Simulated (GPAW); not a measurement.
## SrTiO3 (Pm-3m): G0W0 with GPAW, start to end

Aim: the G0W0 gap of SrTiO3 (Pm-3m) on PBE, step by step.

Main program and level: GPAW 26.7.0; PBE and many-body steps on it, plane waves.

**Experimental background.**

- Gap 3.77 eV: direct gap (M0 critical point); spectroscopic ellipsometry, second-derivative fit; 300 K; bulk crystal (commercial single crystal) (“Optical probe of ferroelectric order in bulk and thin film perovskite titanates”, 2013, arxiv:1309.1245).

## Step 1: Starting point

The structure is cubic, space group Pm-3m (No. 221). The conventional cell has a = 3.905 Å, b = 3.905 Å, c = 3.905 Å, α = 90.00°, β = 90.00°, γ = 90.00°. Sr has 12 O at 2.76 Å nearest. Nearest to Ti lie 6 O at 1.95 Å. Nearest to O lie 2 Ti at 1.95 Å and 4 Sr at 2.76 Å. Farther neighbours and most contacts between anions are not listed.

The cell and positions come from the Crystallography Open Database and are kept as given unless a step says otherwise.

## Step 2: Ground state

This step: GPAW 26.7.0; DFT, PBE, plane waves, PAW.

The ground-state density comes first.

Contents of run.py:

```python
import json
import numpy as np
from gpaw.mpi import world
from ase import Atoms
from gpaw import GPAW, PW, FermiDirac

atoms = Atoms(['Sr', 'Ti', 'O', 'O', 'O'],
    cell=[[3.9052800000, 0.0000000000, 0.0000000000],
      [0.0000000000, 3.9052800000, 0.0000000000],
      [0.0000000000, 0.0000000000, 3.9052800000]],
    scaled_positions=[[0.5000000000, 0.5000000000, 0.5000000000],
      [0.0000000000, 0.0000000000, 0.0000000000],
      [0.5000000000, 0.0000000000, 0.0000000000],
      [0.0000000000, 0.5000000000, 0.0000000000],
      [0.0000000000, 0.0000000000, 0.5000000000]],
    pbc=(True, True, True))
calc = GPAW(mode=PW(600),
    xc='PBE',
    kpts={'size': (6, 6, 6), 'gamma': True},
    occupations=FermiDirac(0.001),
    nbands=-8,
    convergence={'density': 1e-6, 'bands': -3},
    maxiter=100,
    txt='gs.txt')
atoms.calc = calc
res = {'energy': atoms.get_potential_energy()}
kpts = calc.get_ibz_k_points()
res['kpts'] = kpts
res['eigenvalues'] = [calc.get_eigenvalues(kpt=k) for k in range(len(kpts))]
res['n_electrons'] = calc.get_number_of_electrons()
calc.write('gs.gpw')

if world.rank == 0:
    with open('result.json', 'w') as f:
        json.dump(res, f, default=lambda x: x.tolist())
```

Run with:

```sh
$ mpirun -n 4 gpaw python run.py
```

Numbers of over 12 decimals in the logs are rounded to 6 here.

Log:

```text
__  _  _
 | _ |_)|_||  |
 |__||  | ||/\| - 26.7.0

Input parameters:
  mode=PW(ecut=600.0),
  convergence={'density': 1e-06, 'bands': -3},
  kpts=MonkhorstPack(size=(6, 6, 6), gamma=True),
  maxiter=100,
  nbands=-8,
  occupations=Occupations(name='fermi-dirac', width=0.001, fixmagmom=False),
  xc=XC(name='PBE')
  [... matrices ...]
Diagonalizing LCAO Hamiltonian
Converting LCAO to pw mode
   .---------.
  /|         |
 * |         |
 | |         |
 | |   Sr    |
 O .---------.
 |O         /
 Ti---O----*

Atoms  # Å, Bohr magnetons
|   | symbol |        x |        y |        z |    initial magnetic moments |
| 0 |     Sr | 1.952640 | 1.952640 | 1.952640 | ( 0.0000,  0.0000,  0.0000) |
| 1 |     Ti | 0.000000 | 0.000000 | 0.000000 | ( 0.0000,  0.0000,  0.0000) |
| 2 |      O | 1.952640 | 0.000000 | 0.000000 | ( 0.0000,  0.0000,  0.0000) |
| 3 |      O | 0.000000 | 1.952640 | 0.000000 | ( 0.0000,  0.0000,  0.0000) |
| 4 |      O | 0.000000 | 0.000000 | 1.952640 | ( 0.0000,  0.0000,  0.0000) |

Unit cell  # Å
| periodic |        x |        y |        z |  lengths |    angles |
|      yes | 3.905280 | 0.000000 | 0.000000 | 3.905280 | 90.000000 |
|      yes | 0.000000 | 3.905280 | 0.000000 | 3.905280 | 90.000000 |
|      yes | 0.000000 | 0.000000 | 3.905280 | 3.905280 | 90.000000 |

Number of symmetries: 48
Symmetry operations  # r_c * U_cc + t_c -> r_c
|    | kind |            matrix            |
|  0 |  E   |  1, 0, 0,  0, 1, 0,  0, 0, 1 |
|  1 |  σ   |  1, 0, 0,  0, 1, 0,  0, 0,-1 |
|  2 |  σ   |  1, 0, 0,  0, 0, 1,  0, 1, 0 |
|  3 |  C4  |  1, 0, 0,  0, 0, 1,  0,-1, 0 |
|  4 |  C4  |  1, 0, 0,  0, 0,-1,  0, 1, 0 |
|  5 |  σ   |  1, 0, 0,  0, 0,-1,  0,-1, 0 |
|  6 |  σ   |  1, 0, 0,  0,-1, 0,  0, 0, 1 |
|  7 |  C2  |  1, 0, 0,  0,-1, 0,  0, 0,-1 |
|  8 |  σ   |  0, 1, 0,  1, 0, 0,  0, 0, 1 |
|  9 |  C2  |  0, 1, 0,  1, 0, 0,  0, 0,-1 |
| 10 |  C3  |  0, 1, 0,  0, 0, 1,  1, 0, 0 |
| 11 |  S6  |  0, 1, 0,  0, 0, 1, -1, 0, 0 |
| 12 |  S6  |  0, 1, 0,  0, 0,-1,  1, 0, 0 |
| 13 |  C3  |  0, 1, 0,  0, 0,-1, -1, 0, 0 |
| 14 |  C4  |  0, 1, 0, -1, 0, 0,  0, 0, 1 |
| 15 |  S4  |  0, 1, 0, -1, 0, 0,  0, 0,-1 |
| 16 |  C3  |  0, 0, 1,  1, 0, 0,  0, 1, 0 |
| 17 |  S6  |  0, 0, 1,  1, 0, 0,  0,-1, 0 |
| 18 |  σ   |  0, 0, 1,  0, 1, 0,  1, 0, 0 |
| 19 |  C4  |  0, 0, 1,  0, 1, 0, -1, 0, 0 |
| 20 |  C2  |  0, 0, 1,  0,-1, 0,  1, 0, 0 |
| 21 |  S4  |  0, 0, 1,  0,-1, 0, -1, 0, 0 |
| 22 |  S6  |  0, 0, 1, -1, 0, 0,  0, 1, 0 |
| 23 |  C3  |  0, 0, 1, -1, 0, 0,  0,-1, 0 |
| 24 |  S6  |  0, 0,-1,  1, 0, 0,  0, 1, 0 |
| 25 |  C3  |  0, 0,-1,  1, 0, 0,  0,-1, 0 |
| 26 |  C4  |  0, 0,-1,  0, 1, 0,  1, 0, 0 |
| 27 |  σ   |  0, 0,-1,  0, 1, 0, -1, 0, 0 |
| 28 |  S4  |  0, 0,-1,  0,-1, 0,  1, 0, 0 |
| 29 |  C2  |  0, 0,-1,  0,-1, 0, -1, 0, 0 |
| 30 |  C3  |  0, 0,-1, -1, 0, 0,  0, 1, 0 |
| 31 |  S6  |  0, 0,-1, -1, 0, 0,  0,-1, 0 |
| 32 |  C4  |  0,-1, 0,  1, 0, 0,  0, 0, 1 |
| 33 |  S4  |  0,-1, 0,  1, 0, 0,  0, 0,-1 |
| 34 |  S6  |  0,-1, 0,  0, 0, 1,  1, 0, 0 |
| 35 |  C3  |  0,-1, 0,  0, 0, 1, -1, 0, 0 |
| 36 |  C3  |  0,-1, 0,  0, 0,-1,  1, 0, 0 |
| 37 |  S6  |  0,-1, 0,  0, 0,-1, -1, 0, 0 |
| 38 |  σ   |  0,-1, 0, -1, 0, 0,  0, 0, 1 |
| 39 |  C2  |  0,-1, 0, -1, 0, 0,  0, 0,-1 |
| 40 |  σ   | -1, 0, 0,  0, 1, 0,  0, 0, 1 |
| 41 |  C2  | -1, 0, 0,  0, 1, 0,  0, 0,-1 |
| 42 |  C2  | -1, 0, 0,  0, 0, 1,  0, 1, 0 |
| 43 |  S4  | -1, 0, 0,  0, 0, 1,  0,-1, 0 |
| 44 |  S4  | -1, 0, 0,  0, 0,-1,  0, 1, 0 |
| 45 |  C2  | -1, 0, 0,  0, 0,-1,  0,-1, 0 |
| 46 |  C2  | -1, 0, 0,  0,-1, 0,  0, 0, 1 |
| 47 |  i   | -1, 0, 0,  0,-1, 0,  0, 0,-1 |

BZ-sampling:
  Number of BZ points: 216
  Number of IBZ points: 20

  Monkhorst-Pack size: [6, 6, 6]
  Monkhorst-Pack shift: [0.083333, 0.083333, 0.083333]

K-points  # in reciprocal-cell coordinates
|     |                                coordinates |     weight |
|   0 | (  0.00000000,   0.00000000,   0.00000000) | 0.00462963 |
|   1 | (  0.16666667,   0.00000000,   0.00000000) | 0.02777778 |
|   2 | (  0.16666667,   0.16666667,   0.00000000) | 0.05555556 |
|   3 | (  0.16666667,   0.16666667,   0.16666667) | 0.03703704 |
|   4 | (  0.33333333,   0.00000000,   0.00000000) | 0.02777778 |
|   5 | (  0.33333333,   0.16666667,   0.00000000) | 0.11111111 |
|   6 | (  0.33333333,   0.16666667,   0.16666667) | 0.11111111 |
|   7 | (  0.33333333,   0.33333333,   0.00000000) | 0.05555556 |
|   8 | (  0.33333333,   0.33333333,   0.16666667) | 0.11111111 |
|   9 | (  0.33333333,   0.33333333,   0.33333333) | 0.03703704 |
| ... |                                            |            |
|  19 | (  0.50000000,   0.50000000,   0.50000000) | 0.00462963 |

Plane wave coefficients: 2008
Cutoff: 600.0 eV

Spin-components: 1 (collinear spins)
Bands:           28
Projectors:      26
Spin-degeneracy: 2
Datatype:        complex128

  Storage: CPU
  Wave functions: 17_337_600 bytes (4_334_400 per core)
  Projectors: 18_576_000 bytes (4_644_000 per core)
  [... matrices ...]
Parallelization:
  kpt:    4
  domain: 1
  band:   1

Density:
  Valence electrons: 40.0
  Components: 1
  Grid points: [24 24 24]
  Charge: 0.0  # |e|

Potential:
  Grid points: [24 24 24]

species:
  Sr:
    name:    Strontium
    Z:       38.0
    valence: 10
    core:    28
    charge:  0.0  # [|e|]
    compensation charges:
      type: gauss
      rc: 0.40  # [Å]
      lmax: 2
    cutoffs:
      filter: 2.39  # [Å]
      core: 1.85  # [Å]
    projectors
    | kind |    occ | energy [eV] | rcut [Å] |
    |   4s |  2.000 |     -40.883 |    1.291 |
    |   5s |  2.000 |      -3.525 |    1.291 |
    |   4p |  6.000 |     -22.826 |    1.291 |
    |    p |        |       4.386 |    1.291 |
    |    d |        |       0.000 |    1.254 |

    Using partial waves for Sr as LCAO basis

  Ti:
    name:    Titanium
    Z:       22.0
    valence: 12
    core:    10
    charge:  0.0  # [|e|]
    compensation charges:
      type: gauss
      rc: 0.38  # [Å]
      lmax: 2
    cutoffs:
      filter: 2.23  # [Å]
      core: 1.02  # [Å]
    projectors
    | kind |    occ | energy [eV] | rcut [Å] |
    |   3s |  2.000 |     -62.623 |    1.270 |
    |   4s |  2.000 |      -4.466 |    1.270 |
    |   3p |  6.000 |     -38.862 |    1.058 |
    |   4p |  0.000 |      -1.466 |    1.058 |
    |   3d |  2.000 |      -4.258 |    1.058 |
    |    d |        |      22.953 |    1.058 |

    Using partial waves for Ti as LCAO basis

  O:
    name:    Oxygen
    Z:       8.0
    valence: 6
    core:    2
    charge:  0.0  # [|e|]
    compensation charges:
      type: gauss
      rc: 0.21  # [Å]
      lmax: 2
    cutoffs:
      filter: 1.17  # [Å]
      core: 0.83  # [Å]
    projectors
    | kind |    occ | energy [eV] | rcut [Å] |
    |   2s |  2.000 |     -23.961 |    0.688 |
    |   2p |  4.000 |      -9.029 |    0.598 |
    |    s |        |       3.251 |    0.688 |
    |    p |        |      18.182 |    0.598 |
    |    d |        |       0.000 |    0.619 |

    Using partial waves for O as LCAO basis

Reference energy: -115843.341193  # eV

eigensolver:
  PPCG
  Converge bands: -3
  niter=2

density mixing:
  MSR1-Mixer
  Pratt-step length: 0.05
  Maximum mixing coefficient: 0.75
  Old densities: 10
  SVD Regularization: 0.005
  Good broyden scale: 1.0
  Trust region scale: 1.0
  Backstep threshold: 4.0
  History deletion threshold: 6.0
  Fourier metric: weight=20.0, sigma=0.015

occupation numbers:
  Fermi-Dirac:
    width: 0.0010  # eV

poisson solver:
  ecut: 4800.0  # eV

xc functional:
  name: PBE with 2 nearest neighbor stencil

Initialization done in: 1.365 s

convergence criteria:
- Maximum integral of absolute [dens]ity change: 1e-06 electrons / valence electron
- Maximum [total energy] change in last 3 cyles: 0.0005 eV / valence electron
- Maximum integral of absolute [eigenst]ate change: 4e-08 eV^2 / valence electron
maximum number of iterations: 100

SCF iterations
|iter     |     time |      energy | eigst |  dens |
|iter:   1|  |  -44.780021 | +0.52 |       |
|iter:   2|  |  -43.028076 | -0.60 | -0.87 |
|iter:   3|  |  -39.538605 | +0.05 | -0.93 |
|iter:   4|  |  -39.360595 | -1.05 | -1.46 |
|iter:   5|  |  -39.337651 | -1.82 | -1.65 |
|iter:   6|  |  -39.343074 | -3.03 | -2.00 |
|iter:   7|  |  -39.343223c| -4.25 | -2.89 |
|iter:   8|  |  -39.343246c| -5.09 | -3.42 |
|iter:   9|  |  -39.343248c| -5.70 | -4.00 |
|iter:  10|  |  -39.343248c| -5.97 | -4.87 |
|iter:  11|  |  -39.343248c| -2.27 | -5.28 |
|iter:  12|  |  -39.343248c| -4.90 | -5.87 |
|iter:  13|  |  -39.343248c| -6.63 | -6.51c|
|iter:  14|  |  -39.343248c| -8.11c| -7.20c|

Converged in 14 steps
SCF loop duration: 5.719 s (0.409 s/step)
Energy contributions relative to reference atoms: (reference = -115843.341193)
  [... matrices ...]
Energy contributions:
  Kinetic:          43.716239
  Coulomb:         -45.478200
  Zero:              0.354964
  External:          0.000000
  Xc:              -37.936252
  Entropy:          -0.000000
  Spinorbit:         0.000000
  ----------------------------
  Free energy:     -39.343248
  Extrapolated:    -39.343248

dipole moment: (-34.511385, -34.511385, -34.511385)  # |e|*Ang

Fermi level: 7.218
Eigenvalues  # (at kpt = [0.000, 0.000, 0.000])
| band index |      eig [eV] | occ [0-2] |
|          0 |       -49.845 |     2.000 |
|        ... |               |           |
|         12 |         3.736 |     2.000 |
|         13 |         3.736 |     2.000 |
|         14 |         5.378 |     2.000 |
|         15 |         5.378 |     2.000 |
|         16 |         5.378 |     2.000 |
|         17 |         6.196 |     2.000 |
|         18 |         6.196 |     2.000 |
|         19 |         6.196 |     2.000 |
|         20 |         8.446 |     0.000 |
|         21 |         8.446 |     0.000 |
|         22 |         8.446 |     0.000 |
|         23 |        10.902 |     0.000 |
|         24 |        10.902 |     0.000 |
|         25 |        12.006 |     0.000 |
|         26 |        12.006 |     0.000 |
|         27 |        12.770 |     0.000 |

Gap: 1.901 eV
Transition (v -> c):
  (s=0, k=19, n=19, [0.50, 0.50, 0.50]) -> (s=0, k=0, n=20, [0.00, 0.00, 0.00])
Direct/indirect transitions are different
Direct gap: 2.250 eV
Transition at: (s=0, k=0, n=19, [0.00, 0.00, 0.00])
# Writing to gs.gpw (mode='')
  [... matrices ...]
```

Elapsed: 8.4 s, on 4 MPI ranks of Arm Neoverse V2, shared host; peak memory 0.84 GiB.

This step gave:

```yaml
total_energy: -39.34 eV
gap: 1.901 eV
k_of_the_valence_top: 0.5, 0.5, 0.5
k_of_the_conduction_bottom: 0, 0, 0
least_direct_gap: 2.250 eV
```

The gap is indirect, with the least direct gap 0.35 eV higher.

## Step 3: Bands along the symmetry lines

The cheap functional maps the bands first; the places of the edges decide which points the dearer methods must see.

Contents of run.py:

```python
import json
import numpy as np
from gpaw.mpi import world
from gpaw import GPAW

path = [[0.000000, 0.000000, 0.000000],
    [0.000000, 0.062500, 0.000000],
    [0.000000, 0.125000, 0.000000],
    [0.000000, 0.187500, 0.000000],
    [0.000000, 0.250000, 0.000000],
    [0.000000, 0.312500, 0.000000],
    [0.000000, 0.375000, 0.000000],
    [0.000000, 0.437500, 0.000000],
    [0.000000, 0.500000, 0.000000],
    [0.062500, 0.500000, 0.000000],
    [0.125000, 0.500000, 0.000000],
    [0.187500, 0.500000, 0.000000],
    [0.250000, 0.500000, 0.000000],
    [0.312500, 0.500000, 0.000000],
    [0.375000, 0.500000, 0.000000],
    [0.437500, 0.500000, 0.000000],
    [0.500000, 0.500000, 0.000000],
    [0.437500, 0.437500, 0.000000],
    [0.375000, 0.375000, 0.000000],
    [0.312500, 0.312500, 0.000000],
    [0.250000, 0.250000, 0.000000],
    [0.187500, 0.187500, 0.000000],
    [0.125000, 0.125000, 0.000000],
    [0.062500, 0.062500, 0.000000],
    [0.000000, 0.000000, 0.000000],
    [0.062500, 0.062500, 0.062500],
    [0.125000, 0.125000, 0.125000],
    [0.187500, 0.187500, 0.187500],
    [0.250000, 0.250000, 0.250000],
    [0.312500, 0.312500, 0.312500],
    [0.375000, 0.375000, 0.375000],
    [0.437500, 0.437500, 0.437500],
    [0.500000, 0.500000, 0.500000],
    [0.437500, 0.500000, 0.437500],
    [0.375000, 0.500000, 0.375000],
    [0.312500, 0.500000, 0.312500],
    [0.250000, 0.500000, 0.250000],
    [0.187500, 0.500000, 0.187500],
    [0.125000, 0.500000, 0.125000],
    [0.062500, 0.500000, 0.062500],
    [0.000000, 0.500000, 0.000000],
    [0.500000, 0.500000, 0.500000],
    [0.500000, 0.500000, 0.437500],
    [0.500000, 0.500000, 0.375000],
    [0.500000, 0.500000, 0.312500],
    [0.500000, 0.500000, 0.250000],
    [0.500000, 0.500000, 0.187500],
    [0.500000, 0.500000, 0.125000],
    [0.500000, 0.500000, 0.062500],
    [0.500000, 0.500000, 0.000000]]
calc = GPAW('gs.gpw').fixed_density(kpts=path,
    symmetry='off',
    nbands=30,
    convergence={'bands': 26},
    txt='bands.txt')
res = {}
kpts = calc.get_ibz_k_points()
res['kpts'] = kpts
res['eigenvalues'] = [calc.get_eigenvalues(kpt=k) for k in range(len(kpts))]
res['n_electrons'] = calc.get_number_of_electrons()

if world.rank == 0:
    with open('result.json', 'w') as f:
        json.dump(res, f, default=lambda x: x.tolist())
```

Run with:

```sh
$ mpirun -n 4 gpaw python run.py
```

Log:

```text
Diagonalizing LCAO Hamiltonian
Converting LCAO to pw mode
convergence criteria:
- Maximum integral of absolute [eigenst]ate change: 4e-08 eV^2 / valence electron
maximum number of iterations: 100

SCF iterations
|iter     |     time |      energy | eigst |  dens |
|iter:   1|  |             | +0.78 |       |
|iter:   2|  |             | -0.90 |       |
|iter:   3|  |             | -1.00 |       |
[...]
|iter:   7|  |             | -6.29 |       |
|iter:   8|  |             | -7.08 |       |
|iter:   9|  |             | -7.75c|       |
SCF steps: 9
  __  _  _
 | _ |_)|_||  |
 |__||  | ||/\| - 26.7.0

Input parameters:
  mode=PW(ecut=600.0),
  convergence={'bands': 26},
  gpts=array([24, 24, 24]),
  kpts=KPoints(kpts=array([[0.    , 0.    , 0.    ],
         [0.    , 0.0625, 0.    ],
         [0.    , 0.125 , 0.    ],
         [0.    , 0.1875, 0.    ],
         [0.    , 0.25  , 0.    ],
         [0.    , 0.3125, 0.    ],
         [0.    , 0.375 , 0.    ],
         [0.    , 0.4375, 0.    ],
[...]
[0.0625, 0.5   , 0.    ],
[...]
[0.1875, 0.5   , 0.    ],
[...]
[0.3125, 0.5   , 0.    ],
[...]
[0.4375, 0.5   , 0.    ],
[...]
[0.4375, 0.4375, 0.    ],
[...]
[0.3125, 0.3125, 0.    ],
[...]
[0.1875, 0.1875, 0.    ],
[...]
[0.0625, 0.0625, 0.    ],
[...]
[0.0625, 0.0625, 0.0625],
[...]
[0.1875, 0.1875, 0.1875],
[...]
[0.3125, 0.3125, 0.3125],
[...]
[0.4375, 0.4375, 0.4375],
[...]
[0.4375, 0.5   , 0.4375],
[...]
[0.3125, 0.5   , 0.3125],
[...]
[0.1875, 0.5   , 0.1875],
[...]
[0.0625, 0.5   , 0.0625],
[...]
[0.5   , 0.5   , 0.4375],
[...]
[0.5   , 0.5   , 0.3125],
         [0.5   , 0.5   , 0.25  ],
         [0.5   , 0.5   , 0.1875],
         [0.5   , 0.5   , 0.125 ],
         [0.5   , 0.5   , 0.0625],
         [0.5   , 0.5   , 0.    ]])),
  maxiter=100,
  nbands=30,
  occupations=Occupations(name='fermi-dirac', width=0.001, fixmagmom=False),
  parallel={},
  symmetry=Symmetry(point_group=False, time_reversal=False),
  xc=XC(name='PBE')
```

Wall time 11 s (4 MPI ranks); peak memory 0.92 GiB; 43 s of CPU time.

This step gave:

```yaml
gap: 1.901 eV
k_of_the_valence_top: 0.5, 0.5, 0.5
k_of_the_conduction_bottom: 0, 0, 0
least_direct_gap: 2.250 eV
```

The gap is 1.901 eV, as in the run before at this level.

Electronic bands along the path, in eV, zero at the top of the highest filled band:

| point | band 17 | band 18 | band 19 | band 20 | band 21 | band 22 | band 23 | band 24 |
| --- | --- | --- | --- | --- | --- | --- | --- | --- |
| Γ | -1.17 | -0.35 | -0.35 | -0.35 | 1.90 | 1.90 | 1.90 | 4.36 |
| halfway | -1.66 | -1.60 | -0.59 | -0.59 | 1.98 | 2.96 | 2.96 | 4.37 |
| X | -2.34 | -1.96 | -0.72 | -0.72 | 2.06 | 3.82 | 3.82 | 4.37 |
| halfway | -1.87 | -1.46 | -1.31 | -0.64 | 3.02 | 3.83 | 3.95 | 5.11 |
| M | -1.71 | -1.56 | -1.56 | -0.08 | 3.83 | 3.83 | 4.29 | 5.34 |
| halfway | -1.69 | -1.36 | -1.05 | -0.73 | 2.91 | 3.06 | 3.33 | 4.99 |
| Γ | -1.17 | -0.35 | -0.35 | -0.35 | 1.90 | 1.90 | 1.90 | 4.36 |
| halfway | -2.78 | -0.92 | -0.92 | -0.62 | 3.39 | 3.44 | 3.44 | 6.52 |
| R | -3.72 | 0.00 | 0.00 | 0.00 | 4.51 | 4.51 | 4.51 | 6.99 |
| halfway | -2.71 | -0.94 | -0.80 | -0.52 | 3.52 | 4.02 | 4.04 | 6.48 |
| X | -2.34 | -1.96 | -0.72 | -0.72 | 2.06 | 3.82 | 3.82 | 4.37 |
| jump to R | -3.72 | 0.00 | 0.00 | 0.00 | 4.51 | 4.51 | 4.51 | 6.99 |
| halfway | -3.14 | -0.66 | -0.66 | -0.04 | 4.11 | 4.11 | 4.40 | 6.81 |
| M | -1.71 | -1.56 | -1.56 | -0.08 | 3.83 | 3.83 | 4.29 | 5.34 |

## Step 4: Empty states on the mesh, 4×4×4 mesh, 89 bands

The sums over transitions need many empty states on a uniform mesh; this step solves for them.

Contents of run.py:

```python
import json
import numpy as np
from gpaw.mpi import world
from gpaw import GPAW

calc = GPAW('gs.gpw').fixed_density(kpts={'size': (4, 4, 4), 'gamma': True},
    nbands=103,
    convergence={'bands': 89},
    txt='nscf.txt')
calc.write('full.gpw', mode='all')
res = {}
kpts = calc.get_ibz_k_points()
res['kpts'] = kpts
res['eigenvalues'] = [calc.get_eigenvalues(kpt=k) for k in range(len(kpts))]
res['n_electrons'] = calc.get_number_of_electrons()

if world.rank == 0:
    with open('result.json', 'w') as f:
        json.dump(res, f, default=lambda x: x.tolist())
```

Run with:

```sh
$ mpirun -n 4 gpaw python run.py
```

Log:

```text
Diagonalizing LCAO Hamiltonian
Converting LCAO to pw mode
convergence criteria:
- Maximum integral of absolute [eigenst]ate change: 4e-08 eV^2 / valence electron
maximum number of iterations: 100

SCF iterations
|iter     |     time |      energy | eigst |  dens |
|iter:   1|  |             | +3.85 |       |
|iter:   2|  |             | +2.56 |       |
|iter:   3|  |             | +1.35 |       |
[...]
|iter:  10|  |             | -6.41 |       |
|iter:  11|  |             | -7.20 |       |
|iter:  12|  |             | -7.72c|       |
SCF steps: 12
  __  _  _
 | _ |_)|_||  |
 |__||  | ||/\| - 26.7.0

Input parameters:
  mode=PW(ecut=600.0),
  convergence={'bands': 89},
  gpts=array([24, 24, 24]),
  kpts=MonkhorstPack(size=(4, 4, 4), gamma=True),
  maxiter=100,
  nbands=103,
  occupations=Occupations(name='fermi-dirac', width=0.001, fixmagmom=False),
  parallel={},
  xc=XC(name='PBE')
# Writing to full.gpw (mode='all')
  [... matrices ...]

timing:  # [seconds]
  Total: 0.042  # ━━━━━━━━━━━━━━━━━━━━━━━━━━━━━━━━━━━━━━━━━━━━━━━━━━━━━━━━━━━
```

Run time: 13 s. Hardware: 4 MPI ranks; peak memory 0.83 GiB.

This step gave:

* gap: 1.901 eV
* k of the valence top: 0.5, 0.5, 0.5
* k of the conduction bottom: 0, 0, 0
* least direct gap: 2.250 eV
* k points computed: 10
* lowest point of the top converged band, above the valence top: 52.0472 eV

On this mesh the gap is 1.901 eV.

[end of part 1 of 2]

[Paths, hosts, dates, memory and timing lines, banners, echoed tables and standing remarks are left out of the program output.]

[Logs are printed without paths, hosts, clocks, repeated set-up lines and the standing remarks that a program may print on its own settings, such as how far it seeks lower states.]

[Runs of the session that timed out or met a known fault of the program may be left out.]

[Hosts, paths, dates, database ids (printed as entryN), source tags and the programs' standing remarks are cut or masked in the printed files.]
